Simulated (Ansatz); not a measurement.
# How many bands does the GW gap of KF (Carobbiite) need?, part 2 of 2

Aim: see how the G0W0 gap of KF (Carobbiite) on PBE moves with empty bands and screening cutoff, and what each rung costs.

Ansatz 0.2.0; G0W0 on PBE, plane waves, PAW; PAW set soft_1. Known limits of the many-body steps: not at the basis limit; coarse k mesh.

So far. Step 4 (245 empty bands, screening to 200 eV): Against the run with 6×6×6 mesh, 113 empty bands, screening to 120 eV, PAW set soft_1 files, the gap moves by +0.13 eV. Step 5 (Changing the k mesh: 4×4×4 mesh, 113 empty bands …): Against the run with 6×6×6 mesh, 113 empty bands, screening to 120 eV, PAW set soft_1 files, the gap moves by +0.011 eV.

## Step 6: Changing the frequency model: 6×6×6 mesh, 113 empty bands, screening to 120 eV, plasmon pole, PAW set soft_1 files

A plasmon pole stands in for the full frequency dependence of the screening; this run shows what that costs in accuracy.

Contents of input.yaml:

```yaml
crystal:
  lattice:
    - [0.0, 2.67185, 2.67185]
    - [2.67185, 0.0, 2.67185]
    - [2.67185, 2.67185, 0.0]
  atoms:
    - { symbol: K, position: [0.0, 0.0, 0.0] }
    - { symbol: F, position: [0.5, 0.5, 0.5] }
kpoints:
  mp_grid: { grid: [6, 6, 6] }
hamiltonian:
  xc: pbe
  pseudopotentials: { kind: paw, azcp: { folder: soft_1 } }
scf:
  occupations: { method: fixed }
gw:
  n_empty_bands: 113
  ecut_chi: 120
  qp_bands: [v2, c2]
  qp_kpoints: band_edges
  screening: { model: godby_needs }
```

On the command line:

```sh
$ ansatz run input.yaml --threads 24 --pin off --max-ram 82944MiB --backend cuda --events-out ev --progress --plain --runs-dir out --devices 1 --max-vram 78GiB
```

Numbers of over 12 decimals in the logs are rounded to 6 here.

The program printed:

```text
GPUs: using 1 of 1 available (devices: 1).
[...]
Crystal: 2 atoms, lattice volume = 38.148 Å³
Basis set: ecut = 420 eV, 725 PW (Γ)
Bands: 12, of which v1, the nominal top of the filled ones, is band 8 counted from 1 (7 counted from 0)
Symmetry: 48 space group operations
[...]
k-points: 16 of 216
[...]
1    10     11.7506    -5.0473    -3.3180   -10.5893  0.8919    13.9918    13.9747  root
[...]
15     7      1.2594   -30.1333     5.2232   -22.4698  0.8105    -1.2197    -1.1809  root
    15     8      1.3334   -30.3738     5.2937   -22.6669  0.8090    -1.1191    -1.0799  root
    15     9     10.4060    -4.6988    -3.0905    -9.5948  0.8945    12.2222    12.2115  root
    15    10     12.0721    -5.9538    -3.1616   -10.9959  0.8854    13.9661    13.9526  root
[key lines of the parts left out:]
SCF converged after 9 iterations
Free energy (F): -2348.800704 eV
Fermi energy:    1.451312 eV
```

The job ended after 4.6 s (1 × NVIDIA GB200 (shared by 2 runs) with 24 threads of Arm Neoverse V2, shared host; peak memory 1.2 GiB; 22 s of CPU time).

Numbers from this step:

| Property | Result |
| --- | --- |
| bands summed | 121 |
| plasmon-pole fit frequency | 24.05 eV |
| RPA ε∞ on this mesh (eigenvalues) | 1.902, 1.902, 1.902 |
| plane waves in the screening matrix | 113 |
| G0W0 gap on the mesh | 9.599 eV |
| k of the valence top | 0, 0, 0 |
| k of the conduction bottom | 0, 0, 0 |
| starting gap on the mesh | 6.182 eV |
| least direct G0W0 gap on the computed points | 9.599 eV |

Against the run with 6×6×6 mesh, 113 empty bands, screening to 120 eV, PAW set soft_1 files, the gap moves by +0.04 eV.

## Step 7: Changing the files: 6×6×6 mesh, 113 empty bands, screening to 120 eV, hard PAW files

Other atomic data (hard PAW) test the pseudisation: the cutoff goes from 420 to 1050 eV, with the same valence electrons.

This step: G0W0 on PBE, plane waves, PAW.

input.yaml, the sections that differ from step 6:

```yaml
hamiltonian:
  xc: pbe
  pseudopotentials: { kind: paw, source: ansatz }
gw:
  n_empty_bands: 113
  ecut_chi: 120
  qp_bands: [v2, c2]
  qp_kpoints: band_edges
  screening: { model: contour_deformation }
# crystal, kpoints, scf: as in step 6
```

The program printed:

```text
GPUs: using 1 of 1 available (devices: 1).
[...]
Crystal: 2 atoms, lattice volume = 38.148 Å³
Basis set: ecut = 1050 eV, 2891 PW (Γ)
Bands: 12, of which v1, the nominal top of the filled ones, is band 8 counted from 1 (7 counted from 0)
Symmetry: 48 space group operations
[...]
k-points: 16 of 216
[...]
1    10     11.7335    -5.0493    -3.4448   -10.5930  0.8813    13.8628    13.8324  root
[...]
15     7      1.2413   -30.1313     5.2560   -22.4635  0.7908    -1.2462    -1.1704  root
    15     8      1.3156   -30.3732     5.3211   -22.6617  0.7896    -1.1490    -1.0748  root
    15     9     10.3881    -4.6990    -3.1788    -9.5961  0.8852    12.1245    12.1064  root
    15    10     12.0538    -5.9475    -3.2655   -10.9882  0.8723    13.8533    13.8289  root
[key lines of the parts left out:]
SCF converged after 9 iterations
Free energy (F): -2348.599398 eV
Fermi energy:    1.433702 eV
```

Wall time 4.3 s (1 × NVIDIA GB200 (shared by 2 runs) with 24 threads); peak memory 1.2 GiB.

Numbers from this step:

```
bands summed                                 : 121
RPA ε∞ on this mesh (eigenvalues)            : 1.903, 1.903, 1.903
plane waves in the screening matrix          : 113
G0W0 gap on the mesh                         : 9.558 eV
k of the valence top                         : 0, 0, 0
k of the conduction bottom                   : 0, 0, 0
starting gap on the mesh                     : 6.178 eV
least direct G0W0 gap on the computed points : 9.558 eV
```

Against the run with 6×6×6 mesh, 113 empty bands, screening to 120 eV, PAW set soft_1 files, the gap moves by +0.002 eV.

## Step 8: Side by side

Times are wall times on 1 × NVIDIA GB200 (shared by 2 runs) with 24 threads of Arm Neoverse V2, shared host, good to a factor of about two.

```csv
mesh,files,frequency,bands summed,cutoff (eV),start (eV),G0W0 (eV),time,host memory (GiB)
6×6×6,PAW set soft_1,contour deformation,48,60,6.182,9.631,3.9 s,1.1
6×6×6,PAW set soft_1,contour deformation,121,120,6.182,9.556,4.2 s,1.2
6×6×6,PAW set soft_1,contour deformation,253,200,6.182,9.690,5.9 s,1.3
4×4×4,PAW set soft_1,contour deformation,121,120,6.182,9.567,2.7 s,1.1
6×6×6,PAW set soft_1,plasmon pole,121,120,6.182,9.599,4.6 s,1.2
6×6×6,hard PAW,contour deformation,121,120,6.178,9.558,4.3 s,1.2
```

How the two edges are built up, in eV (the quasiparticle level is the starting level plus Σx plus Σc less Vxc):

```csv
run,edge,start,Σx,Σc,Vxc,Z,QP
48 bands,valence top,1.45,-30.79,5.41,-23.00,0.80,-0.92
48 bands,conduction bottom,7.63,-4.87,-2.91,-8.86,0.90,8.72
121 bands,valence top,1.45,-30.79,5.44,-23.00,0.79,-0.89
121 bands,conduction bottom,7.63,-4.87,-2.95,-8.86,0.89,8.67
253 bands,valence top,1.45,-30.79,5.29,-23.00,0.78,-1.04
253 bands,conduction bottom,7.63,-4.87,-2.98,-8.86,0.89,8.65
```

## Step 9: Outcome

```json
{"48 bands, 60 eV": "9.631 eV", "121 bands, 120 eV": "9.556 eV", "253 bands, 200 eV": "9.690 eV", "mesh and start": "6×6×6, PBE"}
```

In words: From 48 to 253 bands the gap moves by +0.06 eV. Σc changes by −0.13 eV at the valence top and −0.07 eV at the conduction bottom, so both edges matter. The gap turns back along the series, so no limit is drawn from it. On the 4×4×4 mesh in place of 6×6×6 the gap differs by +0.01 eV, of which −0.0001 eV is already in the start. The plasmon-pole model gives +0.04 eV against contour deformation, 1 % of the correction, and saved no time in this program. Hard PAW files move the gap by +0.002 eV at equal bands and cutoff, −0.004 eV of it in the start.

[Paths, hosts, dates, memory and timing lines, banners, echoed tables and standing remarks are left out of the program output.]

[Logs are printed without paths, hosts, clocks, repeated set-up lines and the standing remarks that a program may print on its own settings, such as how far it seeks lower states.]

[Runs of the session that timed out or met a known fault of the program may be left out.]

[Cells called generated may have been cut or substituted from an entry of the Crystallography Open Database or the Materials Project.]

[Hosts, paths, dates, database ids (printed as entryN), source tags and the programs' standing remarks are cut or masked in the printed files.]
